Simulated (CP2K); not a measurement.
Consider 3-nitrosopyridine at its PBE geometry (Å).

```xyz
12

O     3.0087    0.7078    0.1577
N     2.3662   -0.0927   -0.5256
C     0.9446   -0.0918   -0.2662
C     0.3092    0.7172    0.6868
C    -1.0671    0.5965    0.8142
C    -1.7440   -0.3192   -0.0108
N    -1.1457   -1.1002   -0.9281
C     0.1859   -0.9782   -1.0421
H     0.9043    1.4044    1.2884
H    -1.6259    1.1917    1.5360
H    -2.8276   -0.4322    0.0724
H     0.6915   -1.6033   -1.7827
```

Method: CP2K XAS_TDP, all-electron GAPW, PBEh(45%), aug-cc-pVDZ, TDA, GW2X-corrected core level, no relativity.

Predict the bright core excitations at the O K edge.

Leading lines: O1 530.43 eV. The leading line of an atom is its first one with 35 % of the strongest within 2.5 eV of its lowest line over the strength cut. Core ionisation energies at this level: O1 539.68 eV.

The first six lines of each atom with a strength over 0.0015:

```csv
atom,energy (eV),states,"strength, one atom",above the computed threshold
O1 (bonded to N),530.43,1,0.0496,
,539.60,2,0.0017,
,539.75,1,0.0018,yes
,540.41,1,0.0202,yes
,540.87,1,0.0038,yes
,541.50,1,0.0239,yes
```

Lines are vertical, at one geometry, with no vibrational structure. GW2X ionisation energies and lines can be off by 1 to 2 eV either way, and a good line position may hide errors that cancel. These values hold no scalar relativity, about 0.4 eV for O 1s. Rydberg lines, and the discretised continuum above threshold, depend on the basis and the box.

[Banner, clock and machine lines of the logs are left out without a mark of their own.]

[Logs are printed without paths, hosts, clocks, repeated set-up lines and the standing remarks that a program may print on its own settings, such as how far it seeks lower states.]

[Hosts, paths, dates, database ids (printed as entryN), source tags and the programs' standing remarks are cut or masked in the printed files.]
